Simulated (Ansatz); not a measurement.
# What LiZnI3 (model cell, started as cubic perovskite with Zn in the octahedra) distorts into

Which phase does LiZnI3 (model cell, started as cubic perovskite with Zn in the octahedra) fall into along its unstable mode, and how much energy does it gain?

Calculated with Ansatz 0.2.0; DFT PBEsol, scalar-relativistic, plane waves, PAW; PAW set soft_1.

The structure was built from a prototype and need not be the compound's stable phase.

## 1. Set-up

Symmetry: Pm-3m, No. 221, cubic system. Conventional cell: a = 5.567 Å, b = 5.567 Å, c = 5.567 Å, α = 90.00°, β = 90.00°, γ = 90.00°. Li has 12 I at 3.94 Å nearest. Zn has 6 I at 2.78 Å nearest. Nearest to I lie 2 Zn at 2.78 Å. Farther neighbours and most contacts between anions are not listed.

## 2. The dispersion

The cell comes from relaxations at this level that are not shown. Stability and thermal properties need the whole zone. Linear response on a 2×2×2 q mesh gives force constants as far as a supercell of that size would.

Contents of input.yaml:

```yaml
crystal:
  lattice:
    - [5.5671905569, 0.0, 0.0]
    - [0.0, 5.5671905569, 0.0]
    - [0.0, 0.0, 5.5671905569]
  atoms:
    - { symbol: Li, position: [0.0, 0.0, 0.0] }
    - { symbol: Zn, position: [0.5, 0.5, 0.5] }
    - { symbol: I, position: [0.5, 0.5, 0.0] }
    - { symbol: I, position: [0.5, 0.0, 0.5] }
    - { symbol: I, position: [0.0, 0.5, 0.5] }
kpoints:
  mp_grid: { grid: [6, 6, 6] }
hamiltonian:
  xc: pbesol
  pseudopotentials: { kind: paw, azcp: { folder: soft_1 }, xc_functional: pbe }
scf:
  occupations: { method: methfessel_paxton, width: 0.2 }
output:
  eigenvalues: true
phonons:
  method: dfpt
  qmesh: [2, 2, 2]
  temperatures: { t_max: 1000, t_step: 50 }
  qpath:
    path:
      - [[0.0, 0.0, 0.0], [0.0, 0.5, 0.0], [0.5, 0.5, 0.0], [0.0, 0.0, 0.0], [0.5, 0.5, 0.5], [0.0, 0.5, 0.0]]
      - [[0.5, 0.5, 0.5], [0.5, 0.5, 0.0]]
    npoints: 10
```

The run is started by

```bash
> ansatz run input.yaml --threads 4 --pin off --max-ram 16384MiB --backend cpu --events-out ev --progress --plain --runs-dir out
```

Numbers of over 12 decimals in the logs are rounded to 6 here.

The program printed:

```text
Engine: ansatz 0.2.0, aarch64-unknown-linux-gnu
Pseudopotentials: kind: paw
Pseudopotential: Li, paw, valence charge 3, recommended cutoff 420 eV (normal), soft_1/Li.paw.azcp
Pseudopotential: Zn, paw, valence charge 12, recommended cutoff 420 eV (normal), soft_1/Zn.paw.azcp
Pseudopotential: I, paw, valence charge 17, recommended cutoff 420 eV (normal), soft_1/I.paw.azcp
Functional definition: PBEsol
  exchange = pbesol_x
  correlation = pbesol_c
Crystal: 5 atoms, lattice volume = 172.547 Å³
Basis set: ecut = 420 eV, 3407 PW (Γ), exchange–correlation on 80×80×80 points (8 copies of the dense FFT grid, shifted against one another)
Bands: 40, of which v1, the nominal top of the filled ones, is band 33 counted from 1 (32 counted from 0)
Symmetry: 48 space group operations
k-points: 20 of 216
Non-local potential: Li, projectors of the file, l = 0: 3, l = 1: 2, l = 2: 1
Non-local potential: Zn, projectors of the file, l = 0: 2, l = 1: 2, l = 2: 3, l = 3: 1
Non-local potential: I, projectors of the file, l = 0: 2, l = 1: 2, l = 2: 2, l = 3: 1
PAW form: soft (Blöchl's): semilocal exchange-correlation on the pseudo side does not see the compensation charge
PAW frozen core: Zn, regenerated for the run's functional, and the local potential with it (the file was generated under x = pbe(κ = 0.804, μ = 0.219515), c = pbe(β = 0.066725))
PAW frozen core: I, regenerated for the run's functional, and the local potential with it (the file was generated under x = pbe(κ = 0.804, μ = 0.219515), c = pbe(β = 0.066725))
PAW one-centre angular grid: Li, 110 points (default); XC on 64 Gauss nodes
PAW one-centre angular grid: Zn, 590 points (default); XC on 64 Gauss nodes
PAW one-centre angular grid: I, 590 points (default); XC on 64 Gauss nodes
Initial density: superposition of atomic densities (chi_scale 0.1, normalization cell, long waves kept (reshape's long-wave potential 0.01 eV rms))
Initial wavefunctions: pseudopotential atomic-orbital guess
Functional: x = pbesol(κ = 0.804, μ = 0.123457), c = pbesol(β = 0.046)
SCF iter   1: F=—  HF=-25784.330012 eV  |F-HF|=—  |Δ(HF+E_count)|=         —  Δρ=5.37e-2  dr2=3.34e0  ethr=3.10e-3  ⟨swp⟩=8.1  Hψ=3713  notcnv=0
preconditioner: auto → LDOS  [metal: Δε(μ)=0.064 eV  Ē_g=10.763 eV  σ=0.200 eV  W_gap=0.26  n_scr=32 (ndim 8)  ℏωp=16.5 eV  f_vac=0.052  D(μ)=2.59/eV (n_scr^D=18)  β→1.0]
SCF iter   2: F=—  HF=-25785.750044 eV  |F-HF|=—  |Δ(HF+E_count)|=    1.42e0  S|Δr|=    0.00e0  Δρ=9.35e-2  dr2=7.86e0  ethr=3.10e-3  ⟨swp⟩=4.2  Hψ=1855  notcnv=0  defer=36  recentre
preconditioner: auto → none  [metal: Δε(μ)=0.005 eV  Ē_g=8.672 eV  σ=0.200 eV  W_gap=0.02  n_scr=32 (ndim 8)  ℏωp=16.5 eV  f_vac=0.178  D(μ)=0.82/eV (n_scr^D=0)  β→0.5]
SCF iter   3: F=—  HF=-25783.344827 eV  |F-HF|=—  |Δ(HF+E_count)|=    2.41e0  S|Δr|=    0.00e0  Δρ=1.40e-2  dr2=1.92e-1  ethr=3.10e-3  ⟨swp⟩=3.0  Hψ=1668  notcnv=0  defer=38
SCF iter   4: F=—  HF=-25783.309459 eV  |F-HF|=—  |Δ(HF+E_count)|=   3.54e-2  S|Δr|=    0.00e0  Δρ=1.68e-3  dr2=3.30e-3  ethr=2.91e-4  ⟨swp⟩=2.0  Hψ=1301  notcnv=0  defer=37
SCF iter   5: F=—  HF=-25783.316575 eV  |F-HF|=—  |Δ(HF+E_count)|=   7.12e-3  S|Δr|=    0.00e0  Δρ=1.65e-3  dr2=2.59e-3  ethr=5.01e-6  ⟨swp⟩=2.0  Hψ=1618  notcnv=0  defer=37
SCF iter   6: F=—  HF=-25783.317148 eV  |F-HF|=—  |Δ(HF+E_count)|=   5.74e-4  S|Δr|=    0.00e0  Δρ=5.30e-4  dr2=2.57e-4  ethr=3.92e-6  ⟨swp⟩=2.0  Hψ=993  notcnv=0  defer=37
SCF iter   7: F=—  HF=-25783.317075 eV  |F-HF|=—  |Δ(HF+E_count)|=   7.36e-5  S|Δr|=    0.00e0  Δρ=2.18e-4  dr2=4.21e-5  ethr=3.89e-7  ⟨swp⟩=3.0  Hψ=1510  notcnv=0  defer=37
SCF iter   8: F=—  HF=-25783.317065 eV  |F-HF|=—  |Δ(HF+E_count)|=   1.01e-5  S|Δr|=    0.00e0  Δρ=5.42e-5  dr2=2.67e-6  ethr=6.38e-8  ⟨swp⟩=2.0  Hψ=877  notcnv=0  defer=37
SCF iter   9: F=—  HF=-25783.317064 eV  |F-HF|=—  |Δ(HF+E_count)|=   1.16e-6  S|Δr|=    0.00e0  Δρ=3.74e-6  dr2=1.08e-8  ethr=4.05e-9  ⟨swp⟩=2.0  Hψ=958  notcnv=0  defer=37
SCF iter  10: F=—  HF=-25783.317064 eV  |F-HF|=—  |Δ(HF+E_count)|=   4.88e-9  S|Δr|=    0.00e0  Δρ=9.68e-7  dr2=7.65e-10  ethr=1.64e-11  ⟨swp⟩=2.1  Hψ=1153  notcnv=0  defer=37
SCF iter  11: F=-25783.317064 eV  HF=-25783.317064 eV  |F-HF|=0.00e0  |Δ(HF+E_count)|=  2.18e-10  S|Δr|=    0.00e0  Δρ=5.62e-8  dr2=4.27e-12  ethr=1.00e-12  ⟨swp⟩=14.7  Hψ=5354  notcnv=0
SCF 1 converged in 11 iterations: F = -25783.317064 eV  dr2 = 4.27e-12
  greatest PAW one-centre occupation: 0.999 electrons in one spin orbital (limit 2), on the Li atom at site 0 (counted from 0), in its partial waves of l = 0
Initial density: read from a saved state, or passed on in memory by an earlier SCF of this step, an earlier step, the calling program or the single point that the run made first
iter 1 solved again at ethr=3.66e-7 eV; its pass at ethr=3.10e-3 eV (dr2=2.41e-4 eV) is discarded
SCF iter   1: F=—  HF=-25783.317067 eV  |F-HF|=—  |Δ(HF+E_count)|=         —  Δρ=2.11e-6  dr2=4.23e-9  ethr=3.66e-7  ⟨swp⟩=3.4  Hψ=5778  notcnv=0
eigensolver tolerance schedule: the retry pair's looser diagonalisation over-reported the residual by 57024.40 of it (diagonalisation noise at an unbounded share of the residual, at the tolerance the schedule requests for it); recorded, not acted on — ethr = c·dr2/N_el stays at c = 1.0e-1
preconditioner: auto → none  [metal: Δε(μ)=0.010 eV  Ē_g=9.755 eV  σ=0.200 eV  W_gap=0.04  n_scr=32 (ndim 8)  ℏωp=16.5 eV  f_vac=0.185  D(μ)=0.80/eV (n_scr^D=0)]
SCF iter   2: F=—  HF=-25783.317064 eV  |F-HF|=—  |Δ(HF+E_count)|=   3.18e-6  S|Δr|=    0.00e0  Δρ=2.60e-6  dr2=6.18e-9  ethr=6.41e-12  ⟨swp⟩=4.0  Hψ=2320  notcnv=0
SCF iter   3: F=—  HF=-25783.317064 eV  |F-HF|=—  |Δ(HF+E_count)|=   2.32e-9  S|Δr|=    0.00e0  Δρ=8.72e-7  dr2=7.64e-10  ethr=6.41e-12  ⟨swp⟩=2.0  Hψ=984  notcnv=0
SCF iter   4: F=—  HF=-25783.317064 eV  |F-HF|=—  |Δ(HF+E_count)|=  1.75e-10  S|Δr|=    0.00e0  Δρ=6.68e-7  dr2=4.25e-10  ethr=1.16e-12  ⟨swp⟩=1.0  Hψ=800  notcnv=0
SCF iter   5: F=—  HF=-25783.317064 eV  |F-HF|=—  |Δ(HF+E_count)|=  1.27e-10  S|Δr|=    0.00e0  Δρ=3.92e-7  dr2=1.45e-10  ethr=1.00e-12  ⟨swp⟩=2.0  Hψ=872  notcnv=0
SCF iter   6: F=—  HF=-25783.317064 eV  |F-HF|=—  |Δ(HF+E_count)|=  2.55e-11  S|Δr|=    0.00e0  Δρ=2.78e-7  dr2=7.25e-11  ethr=1.00e-12  ⟨swp⟩=1.0  Hψ=800  notcnv=0
SCF iter   7: F=—  HF=-25783.317064 eV  |F-HF|=—  |Δ(HF+E_count)|=  7.28e-12  S|Δr|=    0.00e0  Δρ=1.51e-7  dr2=2.17e-11  ethr=1.00e-12  ⟨swp⟩=1.0  Hψ=800  notcnv=0
SCF iter   8: F=-25783.317064 eV  HF=-25783.317064 eV  |F-HF|=7.28e-12  |Δ(HF+E_count)|=  1.82e-11  S|Δr|=    0.00e0  Δρ=6.59e-8  dr2=3.99e-12  ethr=1.00e-12  ⟨swp⟩=5.0  Hψ=2389  notcnv=0
SCF 2 converged in 8 iterations: F = -25783.317064 eV  dr2 = 3.99e-12
phonons: the bands overlap, so this run is a metal and interpolates without the dipole-dipole term. If the crystal is really an insulator or semiconductor, its LO-TO splitting is missing
NSCF: frozen V_eff on 20 k-points
NSCF: frozen V_eff on 64 k-points
DFPT response loops at q = (0, 0, 0) (fractional): preconditioner auto → none (partly filled bands, converged f_vac=0.185); β = 0.50; Broyden in place of MSR1
NSCF: frozen V_eff on 128 k-points
DFPT response loops at q = (0, 0, -0.5) (fractional): mixed as the last ones told, above
NSCF: frozen V_eff on 128 k-points
DFPT response loops at q = (0, -0.5, -0.5) (fractional): mixed as the last ones told, above
NSCF: frozen V_eff on 128 k-points
DFPT response loops at q = (-0.5, -0.5, -0.5) (fractional): mixed as the last ones told, above
SCF converged after 11 iterations
Stability not checked: this state was not tested for a lower state beside it, because cold or Methfessel-Paxton smearing, or corrected tetrahedra, fill the levels in a way that the test cannot read (fill_not_monotonic; see scf.lower_state_search)
Free energy (F): -25783.317064 eV
Harris-Foulkes:  -25783.317064 eV  (|F-HF|=0.00e0)
Internal energy: -25783.327397 eV  (E = F + TS)
E sigma→0 (E₀):  -25783.319647 eV
Entropy (-TS):   0.010334 eV (2.067 meV/atom)
Fermi energy:    4.597404 eV
--- Per-component energies (eV) ---
  E_band       = -1288.198459
  E_kinetic    = 639.951849
  E_local      = -10081.337352  (includes V_loc(G=0)·N_el)
  E_nonlocal   = 1156.552767
  E_hartree    = 4407.557960
  E_xc         = -406.897135
  E_vxc        = -393.870856  (∫ρ·V_xc dr)
  E_paw        = -15995.067146  (= ΣΔE_a)
  E_vpaw       = -1424.603305  (= ΣTr[D̂ρ^β])
  E_aug_tail   = -0.007348  (compensation charges beyond the density's cutoff)
  E_ewald      = -5506.114756
  E_core_change = 2.033763  (= ΣΔE_core)
  E_smearing   = 0.010334  (= −TS)
  E_closure    = -0.000000  (closes the sum)
  Σ components = -25783.317064   (vs F -25783.317064, Δ=0.00e0)
--- Band table (eV; the first three rows and the last of 20) ---
  k-point 0: bands = [... 29 lower, 3.5454, 3.5574, 3.8946, 3.8946, 3.8946, 6.7995, 9.9800, 9.9800, ... 3 higher]
  k-point 1: bands = [... 29 lower, 3.4542, 3.4620, 3.8294, 3.8294, 4.5610, 7.1818, 9.7294, 10.2065, ... 3 higher]
  k-point 2: bands = [... 29 lower, 3.1740, 3.3073, 3.7950, 3.7950, 5.7894, 7.9540, 9.0257, 10.0031, ... 3 higher]
  k-point 19: bands = [... 29 lower, 4.2202, 4.6050, 4.6050, 4.6050, 6.8220, 8.5023, 8.5023, 8.5023, ... 3 higher]
--- Phonons (Γ-DFPT): 4 representative perturbations + reference (Σ response iterations 15) ---
  ASR residual: 7.040e-5 → 0.000e0 eV/Å²; symmetrization residual: 8.932e-6 eV/Å²
  ASR residual per site (eV/Å²): 3.60e-6 7.04e-5 6.55e-5 6.55e-5 6.55e-5
  Γ frequencies (cm⁻¹): -170.64 -170.64 -170.64 -27.15 -27.15 -27.15 -16.89 -16.89 -16.89 0.00 0.00 0.00 111.71 111.71 111.71
--- Phonons (arbitrary-q DFPT): 4 irreducible q on the 2×2×2 mesh ---
  q = [0.0000, 0.0000, 0.0000] (star 1, of the zone-centre solve; hermiticity 4.55e-6, symmetrization 3.41e-11): -170.64 -170.64 -170.64 -27.15 -27.15 -27.15 -16.89 -16.89 -16.89 -0.00 0.00 0.00 111.71 111.71 111.71
  q = [0.0000, 0.0000, -0.5000] (star 3, 9 solved perturbations in 504 linear systems a pass and spin channel, the states on 64 of 216 k-point pairs; hermiticity 3.00e-6, symmetrization 2.62e-11): -161.87 -161.87 -106.10 -31.57 -30.41 -30.41 23.03 23.03 24.11 24.11 28.34 111.82 111.82 112.69 124.68
  q = [0.0000, -0.5000, -0.5000] (star 3, 9 solved perturbations in 504 linear systems a pass and spin channel, the states on 64 of 216 k-point pairs; hermiticity 3.03e-6, symmetrization 1.34e-12): -149.25 -149.25 -149.22 -65.45 -32.46 -14.34 -14.34 31.39 33.01 33.01 56.75 113.67 129.45 133.80 133.80
  q = [-0.5000, -0.5000, -0.5000] (star 1, 4 solved perturbations in 184 linear systems a pass and spin channel, the states on 64 of 216 k-point pairs; hermiticity 1.41e-7, symmetrization 2.12e-11): -169.32 -169.32 -169.32 -65.63 -65.63 -65.63 -38.16 -38.16 63.31 63.31 63.31 136.17 136.17 136.17 143.80
  sum rule: each row above includes the acoustic sum rule's correction from the zone centre's row sums; it moved no ω² by more than (0.54 cm⁻¹)²
  mesh force constants: q→R imaginary residual 4.35e-18; ASR residual 7.040e-5 → 0.000e0 eV/Å²; symmetrization residual 6.217e-15 eV/Å²
  interpolated dispersion: 62 rows × 15 modes
  density of states and harmonic sums: on the 12×12×12 q-mesh, interpolated from the force constants of a 2×2×2 supercell (no non-analytic term)
  largest difference from the sums on the solved wave vectors: F 2.23e-1 eV, S 3.11e-4 and C_V 8.78e-5 eV/K
  zero-point energy: 0.040588 eV/cell   skipped modes (ω ≤ 0): 555, of them read as no rigid motion or as one in doubt: 552 (6.354e0 modes/cell left out, lowest -170.64 cm⁻¹)   left out of the sums: 4.24e-1 of the cell's modes: C_V's classical limit lies that fraction below 3 k_B per atom; for a crystal, a wire or a layer, F and S can be off by more, and a phonons.interpolated_qmesh denser along its periods is the remedy for the sampling
```

Elapsed: 5.2 min, on 4 threads of Arm Neoverse V1, shared host; peak memory 1.5 GiB.

In the SCF lines HF is the Harris–Foulkes energy and dr2 the Hartree energy of the density residual, in eV; the loop may stop once dr2 is under the threshold and the program's other checks hold. Hψ counts applications of the Hamiltonian.

Numbers from this step:

```yaml
volume_per_atom: 34.51 Å³
gap_on_the_k_mesh: 0 eV
sum_rule_residual_before_enforcement: 7.04e-5 eV/Å²
lowest_frequency_on_the_path: -170.6 cm⁻¹
point_group: m-3m
highest_frequency_on_the_path_or_at_a_solved_wavevector: 144.3 cm⁻¹
highest_optical_mode_at_the_zone_centre_no_lo_to_term: 111.7 cm⁻¹
lowest_optical_zone_centre_mode: -170.6 cm⁻¹
lowest_mode_on_the_q_mesh_acoustic_modes_at_gamma_apart: -170.6 cm⁻¹
```

Frequencies (cm⁻¹) solved at each irreducible wavevector; negative means imaginary. Frequencies by wavevector, by row:

```
q in reciprocal lattice units  star  mode 1  mode 2  mode 3  mode 4  mode 13  mode 14  mode 15
                        0 0 0     1  -170.6  -170.6  -170.6   -27.1    111.7    111.7    111.7
                     0 0 -0.5     3  -161.9  -161.9  -106.1   -31.6    111.8    112.7    124.7
                  0 -0.5 -0.5     3  -149.2  -149.2  -149.2   -65.5    129.4    133.8    133.8
               -0.5 -0.5 -0.5     1  -169.3  -169.3  -169.3   -65.6    136.2    136.2    143.8
```

Interpolated from a 2×2×2 q mesh. The phonon branches at the labelled points (cm⁻¹):

```
    point  branch 1  branch 2  branch 3  branch 4  branch 12  branch 13  branch 14  branch 15
        Γ      -171      -171      -171       -27          0        112        112        112
  halfway      -166      -166      -142       -29         80        112        112        117
        X      -162      -162      -106       -32        112        112        113        125
  halfway      -156      -156      -131       -54        100        113        129        130
        M      -149      -149      -149       -65        114        130        134        134
  halfway      -161      -151      -147       -47         88        107        112        127
        Γ      -171      -171      -171       -27          0        112        112        112
  halfway      -154      -154      -152       -50         95        107        107        137
        R      -169      -169      -169       -66        136        136        136        144
  halfway      -158      -157      -146       -57        102        107        132        140
        X      -162      -162      -106       -32        112        112        113        125
jump to R      -169      -169      -169       -66        136        136        136        144
  halfway      -160      -159      -159       -66        105        135        135        142
        M      -149      -149      -149       -65        114        130        134        134
```

Symmetry leaves 4 wavevectors to solve. The lowest mode among them, the acoustic zeros apart, lies at Γ and is imaginary, 170.6i cm⁻¹, so the energy falls along it.

## 3. The mode frozen in, largest atomic shift 0 Å

The mode followed lies at q = (-0.5, -0.5, -0.5) with frequency 169.3i cm⁻¹ and is 3-fold degenerate, one of the unstable modes though not the softest. At small amplitude the distorted cell has space group no. 74 by a symmetry search on the positions. The undistorted cell that holds it gives the zero of energy on the same k mesh.

System of this step: LiZnI3 (model cell, started as cubic perovskite with Zn in the octahedra). The structure is cubic, space group Pm-3m (No. 221). The conventional cell has a = 5.567 Å, b = 5.567 Å, c = 5.567 Å, α = 90.00°, β = 90.00°, γ = 90.00°. Nearest to Li lie 12 I at 3.94 Å. Zn has 6 I at 2.78 Å nearest. I has 2 Zn at 2.78 Å nearest. Farther neighbours and most contacts between anions are not listed.

input.yaml, the sections that differ from step 2:

```yaml
crystal:
  lattice:
    - [5.5671905569, 5.5671905569, 0.0]
    - [5.5671905569, 0.0, 5.5671905569]
    - [5.5671905569, 0.0, -5.5671905569]
  atoms:
    - { symbol: Li, position: [0.0, 0.5, 0.5] }
    - { symbol: Li, position: [0.0, 0.0, 1.0] }
    - { symbol: Zn, position: [0.5, 0.25, 0.75] }
    - { symbol: Zn, position: [0.5, 0.75, 0.25] }
    - { symbol: I, position: [0.5, 0.5, 0.5] }
    - { symbol: I, position: [0.5, 0.0, 0.0] }
    - { symbol: I, position: [0.0, 0.0, 0.5] }
    - { symbol: I, position: [0.0, 0.5, 0.0] }
    - { symbol: I, position: [0.5, 0.0, 0.5] }
    - { symbol: I, position: [0.5, 0.5, 0.0] }
output:
  forces: true
  stress: true
  eigenvalues: true
# kpoints, hamiltonian, scf: as in step 2
# phonons: removed
```

The program printed:

```text
[...]
Crystal: 10 atoms, lattice volume = 345.095 Å³
Basis set: ecut = 420 eV, 6735 PW (Γ), exchange–correlation on 108×108×108 points (8 copies of the dense FFT grid, shifted against one another)
Bands: 80, of which v1, the nominal top of the filled ones, is band 66 counted from 1 (65 counted from 0)
Symmetry: 96 space group operations
[...]
k-points: 16 of 216
[...]
k-point 0: bands = [... 62 lower, 4.2225, 4.2225, 4.6014, 4.6014, 4.6014, 6.7967, 6.8192, 8.5084, ... 10 higher]
  k-point 1: bands = [... 62 lower, 3.9102, 4.3548, 4.4870, 4.4870, 4.5135, 6.9830, 7.0855, 8.0604, ... 10 higher]
  k-point 2: bands = [... 62 lower, 3.9875, 4.2895, 4.3254, 4.3254, 5.1317, 7.0906, 7.5076, 7.6952, ... 10 higher]
  k-point 15: bands = [... 62 lower, 3.7482, 3.7551, 3.9315, 4.3370, 7.0032, 7.5389, 8.1735, 8.3021, ... 10 higher]
[key lines of the parts left out:]
SCF converged after 11 iterations
Free energy (F): -51566.640239 eV
Fermi energy:    4.592069 eV
P = ⅓ Tr σ = -0.0031 GPa (-0.031 kbar)
```

Run time: 10 s. Hardware: 4 threads; peak memory 1 GiB.

Numbers from this step:

| Quantity | Value |
| --- | --- |
| pressure | -0.003094 GPa |
| energy from the undistorted cell | 0 meV/atom |

The run ends at a pressure of 0.00 GPa.

[end of part 1 of 3]

[Logs are printed without paths, hosts, clocks, repeated set-up lines and the standing remarks that a program may print on its own settings, such as how far it seeks lower states.]

[Hosts, paths, dates, database ids (printed as entryN), source tags and the programs' standing remarks are cut or masked in the printed files.]
